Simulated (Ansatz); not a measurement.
# Changed inputs in constrained RPA: NiI2 (R-3m)

Wanted: the sensitivity and cost of U and J for NiI2 (R-3m).

Calculated with Ansatz 0.2.0; constrained RPA on LDA, plane waves, PAW.

The database entry behind the starting cell differs from later determinations by our own check (an axis about 0.9 % short against later determinations), so it need not match the best structure at ambient conditions.

## (1) Starting point

Symmetry: R-3m, No. 166, trigonal system. The conventional cell has a = 3.892 Å, b = 3.892 Å, c = 19.634 Å, α = 90.00°, β = 90.00°, γ = 120.00°. Ni has 6 I at 2.78 Å nearest. I has 3 Ni at 2.78 Å nearest. Farther neighbours and most contacts between anions are not listed.

The cell and positions come from the Crystallography Open Database and are kept as given unless a step says otherwise. The program's search for lower electronic states was switched off, so nothing shows that the state found is the lowest. Spin-orbit coupling is left out unless a step names it. The default PAW set here is soft_2. Its files were made with PBE.

## (2) Base: Ni eg, bands v1 to c1, 6×6×6 mesh, medium accuracy

Constrained RPA screens the interaction with every transition except those inside the target bands, which a later many-body model would treat itself.

input.yaml reads:

```yaml
crystal:
  lattice:
    - [-2.86121186, -2.86121186, -5.61327146]
    - [-2.86121186, -5.61327146, -2.86121186]
    - [-5.61327146, -2.86121186, -2.86121186]
  atoms:
    - { symbol: Ni, position: [0.0, 0.0, 0.0] }
    - { symbol: I, position: [0.25, 0.25, 0.25] }
    - { symbol: I, position: [0.75, 0.75, 0.75] }
kpoints:
  mp_grid: { grid: [12, 12, 12] }
hamiltonian:
  xc: lda
scf:
  occupations: { method: gaussian, width: 0.08 }
  n_extra_bands: 19
  max_iter: 150
  lower_state_search: "off"
output:
  crpa:
    kmesh: [6, 6, 6]
    target_bands: [v1, c1]
    projections: [{ species: Ni, l: d, shell: 3, orbitals: [dz2, dx2-y2] }]
  local_orbitals:
    kmesh: [6, 6, 6]
    orbitals: [{ species: Ni, l: d, shell: 3, orbitals: [dz2, dx2-y2] }]
    window: { bands: [v1, c1] }
    seedname: lo
```

Run with:

```bash
> ansatz run input.yaml --threads 8 --pin off --max-ram 14745MiB --backend cpu --events-out ev --progress --plain --runs-dir out
```

Numbers of over 12 decimals in the logs are rounded to 6 here.

The log of the run:

```text
scf.n_extra_bands = 19 over 26 filled bands (N_el = 52.0): the run solves 45 bands
Engine: ansatz 0.2.0, aarch64-unknown-linux-gnu
Pseudopotentials: kind: paw
Pseudopotential: Ni, paw, valence charge 18, recommended cutoff 420 eV (normal), Ni.paw.azcp
Pseudopotential: I, paw, valence charge 17, recommended cutoff 420 eV (normal), I.paw.azcp
Functional definition: SPW92
  exchange = slater_x
  correlation = pw_c
Crystal: 3 atoms, lattice volume = 85.855 Å³
Basis set: ecut = 420 eV, 1713 PW (Γ)
Bands: 45, of which v1, the nominal top of the filled ones, is band 26 counted from 1 (25 counted from 0)
Symmetry: 12 space group operations
Space group: R-3m (ITA 166), of the structure as read, at distance tolerance 4.4e-5 Å
k-points: 189 of 1728
Non-local potential: Ni, projectors of the file, l = 0: 3, l = 1: 2, l = 2: 3, l = 3: 1
Non-local potential: I, projectors of the file, l = 0: 2, l = 1: 2, l = 2: 2, l = 3: 2
PAW form: soft (Blöchl's): semilocal exchange-correlation on the pseudo side does not see the compensation charge
PAW frozen core: Ni, regenerated for the run's functional, and the local potential with it (the file was generated under x = pbe(κ = 0.804, μ = 0.219515), c = pbe(β = 0.066725))
PAW frozen core: I, regenerated for the run's functional, and the local potential with it (the file was generated under x = pbe(κ = 0.804, μ = 0.219515), c = pbe(β = 0.066725))
PAW one-centre angular grid: Ni, 590 points (default); XC on 64 Gauss nodes
PAW one-centre angular grid: I, 590 points (default); XC on 64 Gauss nodes
Initial density: superposition of atomic densities (neutral atoms: chi_scale 0, normalization atom), corrected by the library's trained network
Initial wavefunctions: pseudopotential atomic-orbital guess
Functional: x = slater, c = lda
SCF iter   1: F=—  HF=-20484.893918 eV  |F-HF|=—  |Δ(HF+E_count)|=         —  Δρ=6.31e-3  dr2=1.62e-2  ethr=1.77e-3  ⟨swp⟩=6.6  Hψ=41262  notcnv=0  defer=1870
preconditioner: auto → LDOS  [metal: Δε(μ)=0.019 eV  Ē_g=14.412 eV  σ=0.080 eV  W_gap=0.13  n_scr=28 (ndim 8)  ℏωp=19.6 eV  f_vac=0.056  D(μ)=4.74/eV (n_scr^D=36)  β→1.0]
SCF iter   2: F=—  HF=-20484.894992 eV  |F-HF|=—  |Δ(HF+E_count)|=   1.07e-3  Δρ=6.68e-3  dr2=2.13e-2  ethr=3.12e-5  ⟨swp⟩=2.0  Hψ=16372  notcnv=0  defer=2148
SCF iter   3: F=—  HF=-20484.889060 eV  |F-HF|=—  |Δ(HF+E_count)|=   5.93e-3  Δρ=2.25e-3  dr2=2.67e-3  ethr=3.12e-5  ⟨swp⟩=2.0  Hψ=12665  notcnv=0  defer=2148
SCF iter   4: F=—  HF=-20484.888719 eV  |F-HF|=—  |Δ(HF+E_count)|=   3.41e-4  Δρ=1.24e-3  dr2=9.30e-4  ethr=5.14e-6  ⟨swp⟩=1.8  Hψ=8856  notcnv=0  defer=2148
SCF iter   5: F=—  HF=-20484.888646 eV  |F-HF|=—  |Δ(HF+E_count)|=   7.28e-5  Δρ=7.85e-4  dr2=3.88e-4  ethr=1.79e-6  ⟨swp⟩=1.0  Hψ=6356  notcnv=0  defer=2148
[...]
SCF iter   9: F=-20484.888602 eV  HF=-20484.888602 eV  |F-HF|=7.30e-9  |Δ(HF+E_count)|=   8.37e-8  Δρ=4.63e-6  dr2=1.02e-8  ethr=1.92e-10  ⟨swp⟩=10.8  Hψ=48668  notcnv=0
SCF 1 converged in 9 iterations: F = -20484.888602 eV  dr2 = 1.02e-8
[...]
NSCF: frozen V_eff on 35 k-points
NSCF: frozen V_eff on 32 k-points
[...]
cRPA screening: q 1/216
cRPA screening: q 2/216
cRPA screening: q 8/216 (q-point 3)
cRPA screening: q 14/216 (q-point 4)
cRPA screening: q 17/216 (q-point 8)
cRPA screening: q 23/216 (q-point 9)
cRPA screening: q 35/216 (q-point 10)
cRPA screening: q 47/216 (q-point 11)
cRPA screening: q 59/216 (q-point 12)
cRPA screening: q 65/216 (q-point 15)
[...]
cRPA screening: q 198/216 (q-point 89)
cRPA screening: q 204/216 (q-point 94)
cRPA screening: q 210/216 (q-point 95)
cRPA screening: q 216/216 (q-point 130)
SCF converged after 9 iterations
Free energy (F): -20484.888602 eV
Harris-Foulkes:  -20484.888602 eV  (|F-HF|=7.30e-9)
Internal energy: -20484.873169 eV  (E = F + TS)
E sigma→0 (E₀):  -20484.880885 eV
Entropy (-TS):   -0.015433 eV (-5.144 meV/atom)
Fermi energy:    8.306644 eV
--- Per-component energies (eV) ---
  E_band       = -1149.567952
  E_kinetic    = 660.353623
  E_local      = -9041.740688  (includes V_loc(G=0)·N_el)
  E_nonlocal   = 476.040509
  E_hartree    = 4247.628102
  E_xc         = -336.082855
  E_vxc        = -362.707854  (∫ρ·V_xc dr)
  E_paw        = -10889.394905  (= ΣΔE_a)
  E_vpaw       = -1376.775099  (= ΣTr[D̂ρ^β])
  E_aug_tail   = 0.000554  (compensation charges beyond the density's cutoff)
  E_ewald      = -5603.674060
  E_core_change = 1.996551  (= ΣΔE_core)
  E_smearing   = -0.015433  (= −TS)
  E_closure    = -0.000000  (closes the sum)
  Σ components = -20484.888602   (vs F -20484.888602, Δ=0.00e0)
--- Band table (eV; the first three rows and the last of 189) ---
  k-point 0: bands = [... 22 lower, 7.3488, 7.5319, 7.5319, 8.6657, 8.6657, 11.5303, 12.6109, 14.6507, ... 15 higher]
  k-point 1: bands = [... 22 lower, 7.2544, 7.4565, 7.5808, 8.4857, 8.6047, 11.9122, 12.9963, 14.2702, ... 15 higher]
  k-point 2: bands = [... 22 lower, 7.0988, 7.4466, 7.6118, 8.2876, 8.4774, 12.4964, 13.3256, 14.4112, ... 15 higher]
  k-point 188: bands = [... 22 lower, 7.2506, 7.3228, 7.3228, 8.8168, 8.8168, 12.9228, 13.0713, 14.9818, ... 15 higher]
--- cRPA (band scheme, projected local orbitals): target bands 26..27 (1-based), 2 Wannier function(s), 6×6×6 mesh, 54 bands' worth read of 59 solved, ecut_chi 136.0 eV, v(q+G=0) probe_charge, pair densities all_electron ---
  χ-basis size per q: N_G = 300..331
  window electrons = 2.0000, filled by tetrahedron_uncorrected; constrained ε̄⁻¹(q = 0, 0) head = 0.103725; min gauge Gram eig = 0.3528
  Kanamori averages over each shell's own Wannier functions (sites counted from 0, functions from 1):
    Site 0, 3D, 2 of 5 d orbitals (Wannier functions 1, 2; wannier90's mr 1, 4):
      screened: U = 1.3118 eV, U' = 0.7756 eV, J = 0.2681 eV
      screened, to within: U = 3.0e-3 eV, U' = 3.0e-3 eV, J = 4.0e-4 eV
      bare: V = 11.5335 eV, V' = 10.6050 eV, J = 0.4642 eV
  Hermiticity witness max|P − P†| over intra, direct and exchange elements: 1.07e-14 eV (screened), 5.54e-23 eV (bare)
  Reality witness max|Im| over intra, direct and exchange elements: 9.55e-22 eV (screened), 2.08e-20 eV (bare)
```

The job ended after 10 min (8 threads of Arm Neoverse V1, shared host; peak memory 1.2 GiB).

The column dr2 measures how far the density is from self-consistency, as an energy; F and HF (Harris–Foulkes) agree once it is small.

Numbers from this step:

```yaml
u: 1.312 eV
u_prime_inter_orbital: 0.7756 eV
j: 0.2681 eV
bare_v: 11.53 eV
bare_j: 0.4642 eV
stated_bound_on_u: 0.002918 eV
u_over_bare_v: 0.1137
electrons_in_the_window: 2.000
head_of_the_constrained_inverse_dielectric_matrix: 0.1037
least_eigenvalue_of_the_projection_s_overlap: 0.3528
target_functions: 2
bands_in_the_sums: 54
r_m_s_miss_of_the_model_bands: 0.01414 eV
width_of_the_target_bands: 1.100 eV
weight_of_the_projected_orbitals_in_the_window: 0.5313
```

On the Ni eg shell, screening brings the on-site interaction from 11.5 eV down to U = 1.31 eV.

## (3) Changed: 4×4×4 mesh

input.yaml, the sections that differ from step 2:

```yaml
output:
  crpa:
    kmesh: [4, 4, 4]
    target_bands: [v1, c1]
    projections: [{ species: Ni, l: d, shell: 3, orbitals: [dz2, dx2-y2] }]
# crystal, kpoints, hamiltonian, scf: as in step 2
```

The log of the run:

```text
[...]
Crystal: 3 atoms, lattice volume = 85.855 Å³
Basis set: ecut = 420 eV, 1713 PW (Γ)
Bands: 45, of which v1, the nominal top of the filled ones, is band 26 counted from 1 (25 counted from 0)
Symmetry: 12 space group operations
[...]
k-points: 189 of 1728
[...]
SCF iter   1: F=—  HF=-20484.893918 eV  |F-HF|=—  |Δ(HF+E_count)|=         —  Δρ=6.31e-3  dr2=1.62e-2  ethr=1.77e-3  ⟨swp⟩=6.6  Hψ=41262  notcnv=0  defer=1870
[...]
SCF iter   9: F=-20484.888602 eV  HF=-20484.888602 eV  |F-HF|=7.30e-9  |Δ(HF+E_count)|=   8.37e-8  Δρ=4.63e-6  dr2=1.02e-8  ethr=1.92e-10  ⟨swp⟩=10.8  Hψ=48668  notcnv=0
SCF 1 converged in 9 iterations: F = -20484.888602 eV  dr2 = 1.02e-8
[...]
NSCF: frozen V_eff on 13 k-points
[...]
cRPA screening: q 1/64
cRPA screening: q 2/64
cRPA screening: q 8/64 (q-point 3)
cRPA screening: q 11/64 (q-point 6)
cRPA screening: q 17/64 (q-point 7)
cRPA screening: q 29/64 (q-point 8)
cRPA screening: q 35/64 (q-point 11)
cRPA screening: q 38/64 (q-point 22)
cRPA screening: q 40/64 (q-point 23)
cRPA screening: q 46/64 (q-point 24)
cRPA screening: q 52/64 (q-point 27)
cRPA screening: q 58/64 (q-point 28)
cRPA screening: q 64/64 (q-point 43)
SCF converged after 9 iterations
Free energy (F): -20484.888602 eV
[...]
Internal energy: -20484.873169 eV  (E = F + TS)
E sigma→0 (E₀):  -20484.880885 eV
Entropy (-TS):   -0.015433 eV (-5.144 meV/atom)
Fermi energy:    8.306644 eV
[...]
--- Band table (eV; the first three rows and the last of 189) ---
  k-point 0: bands = [... 22 lower, 7.3488, 7.5319, 7.5319, 8.6657, 8.6657, 11.5303, 12.6109, 14.6507, ... 15 higher]
  k-point 1: bands = [... 22 lower, 7.2544, 7.4565, 7.5808, 8.4857, 8.6047, 11.9122, 12.9963, 14.2702, ... 15 higher]
  k-point 2: bands = [... 22 lower, 7.0988, 7.4466, 7.6118, 8.2876, 8.4774, 12.4964, 13.3256, 14.4112, ... 15 higher]
  k-point 188: bands = [... 22 lower, 7.2506, 7.3228, 7.3228, 8.8168, 8.8168, 12.9228, 13.0713, 14.9818, ... 15 higher]
[...]
χ-basis size per q: N_G = 300..325
[...]
Site 0, 3D, 2 of 5 d orbitals (Wannier functions 1, 2; wannier90's mr 1, 4):
      screened: U = 1.3441 eV, U' = 0.8154 eV, J = 0.2644 eV
      screened, to within: U = 3.1e-3 eV, U' = 3.1e-3 eV, J = 4.1e-4 eV
      bare: V = 11.4855 eV, V' = 10.5686 eV, J = 0.4585 eV
[...]
```

Run time: 76 s. Hardware: 8 threads; peak memory 0.91 GiB.

This step gave:

* U: 1.344 eV
* U prime (inter-orbital): 0.8154 eV
* J: 0.2644 eV
* bare V: 11.49 eV
* bare J: 0.4585 eV
* stated bound on U: 0.003014 eV
* U over bare V: 0.1170
* electrons in the window: 2.000
* head of the constrained inverse dielectric matrix: 0.1073
* least eigenvalue of the projection's overlap: 0.3528
* target functions: 2
* bands in the sums: 54
* width of the target bands: 1.100 eV
* weight of the projected orbitals in the window: 0.5313

On the Ni eg shell, screening brings the on-site interaction from 11.5 eV down to U = 1.34 eV.

## (4) Changed: smooth pair densities

Changes to input.yaml since step 3:

```diff
@@ -20,4 +20,5 @@
   crpa:
-    kmesh: [4, 4, 4]
+    kmesh: [6, 6, 6]
     target_bands: [v1, c1]
     projections: [{ species: Ni, l: d, shell: 3, orbitals: [dz2, dx2-y2] }]
+    pair_densities: pseudo
```

The log of the run:

```text
[...]
Crystal: 3 atoms, lattice volume = 85.855 Å³
Basis set: ecut = 420 eV, 1713 PW (Γ)
Bands: 45, of which v1, the nominal top of the filled ones, is band 26 counted from 1 (25 counted from 0)
Symmetry: 12 space group operations
[...]
k-points: 189 of 1728
[...]
χ-basis size per q: N_G = 300..331
[...]
Site 0, 3D, 2 of 5 d orbitals (Wannier functions 1, 2; wannier90's mr 1, 4):
      screened: U = 1.3332 eV, U' = 0.7629 eV, J = 0.2851 eV
      screened, to within: U = 2.8e-3 eV, U' = 2.8e-3 eV, J = 1.9e-4 eV
      screened, sum over states alone: U = 1.6897 eV, U' = 0.9142 eV, J = 0.3878 eV
      bare: V = 11.5335 eV, V' = 10.6050 eV, J = 0.4642 eV
[...]
[key lines of the parts left out:]
SCF converged after 9 iterations
Free energy (F): -20484.888602 eV
Fermi energy:    8.306644 eV
```

Run time: 12 min. Hardware: 8 threads; peak memory 1 GiB.

Numbers from this step:

| Quantity | Value |
| --- | --- |
| U | 1.333 eV |
| U prime (inter-orbital) | 0.7629 eV |
| J | 0.2851 eV |
| bare V | 11.53 eV |
| bare J | 0.4642 eV |
| stated bound on U | 0.002793 eV |
| U over bare V | 0.1156 |
| electrons in the window | 2.000 |
| head of the constrained inverse dielectric matrix | 0.1038 |
| least eigenvalue of the projection's overlap | 0.3528 |
| target functions | 2 |
| bands in the sums | 54 |
| width of the target bands | 1.100 eV |
| weight of the projected orbitals in the window | 0.5313 |

On the Ni eg shell, screening brings the on-site interaction from 11.5 eV down to U = 1.33 eV.

## (5) Changed: accuracy low

Changes to input.yaml since step 4:

```diff
@@ -23,2 +23,2 @@
     projections: [{ species: Ni, l: d, shell: 3, orbitals: [dz2, dx2-y2] }]
-    pair_densities: pseudo
+    accuracy: low
```

The log of the run:

```text
[...]
Crystal: 3 atoms, lattice volume = 85.855 Å³
Basis set: ecut = 420 eV, 1713 PW (Γ)
Bands: 45, of which v1, the nominal top of the filled ones, is band 26 counted from 1 (25 counted from 0)
Symmetry: 12 space group operations
[...]
k-points: 189 of 1728
[...]
k-point 188: bands = [... 22 lower, 7.2506, 7.3228, 7.3228, 8.8168, 8.8168, 12.9228, 13.0713, 14.9818, ... 15 higher]
[...]
χ-basis size per q: N_G = 300..331
[...]
Site 0, 3D, 2 of 5 d orbitals (Wannier functions 1, 2; wannier90's mr 1, 4):
      screened: U = 1.3190 eV, U' = 0.7836 eV, J = 0.2677 eV
      screened, to within: U = 3.8e-2 eV, U' = 3.8e-2 eV, J = 3.9e-3 eV
      bare: V = 11.5335 eV, V' = 10.6050 eV, J = 0.4642 eV
[...]
[key lines of the parts left out:]
SCF converged after 9 iterations
Free energy (F): -20484.888602 eV
Fermi energy:    8.306644 eV
```

Elapsed: 7.2 min, on 8 threads; peak memory 1.1 GiB.

Numbers from this step:

```
U                                                 : 1.319 eV
U prime (inter-orbital)                           : 0.7836 eV
J                                                 : 0.2677 eV
bare V                                            : 11.53 eV
bare J                                            : 0.4642 eV
stated bound on U                                 : 0.03760 eV
U over bare V                                     : 0.1144
electrons in the window                           : 2.000
head of the constrained inverse dielectric matrix : 0.1037
least eigenvalue of the projection's overlap      : 0.3528
target functions                                  : 2
bands in the sums                                 : 54
width of the target bands                         : 1.100 eV
weight of the projected orbitals in the window    : 0.5313
```

On the Ni eg shell, screening brings the on-site interaction from 11.5 eV down to U = 1.32 eV.

(Part 1 of 2 ends here.)

[Paths, hosts, dates, memory and timing lines, banners, echoed tables and standing remarks are left out of the program output.]

[Logs are printed without paths, hosts, clocks, repeated set-up lines and the standing remarks that a program may print on its own settings, such as how far it seeks lower states.]

[Runs of the session that timed out or met a known fault of the program may be left out.]

[Hosts, paths, dates, database ids (printed as entryN), source tags and the programs' standing remarks are cut or masked in the printed files.]
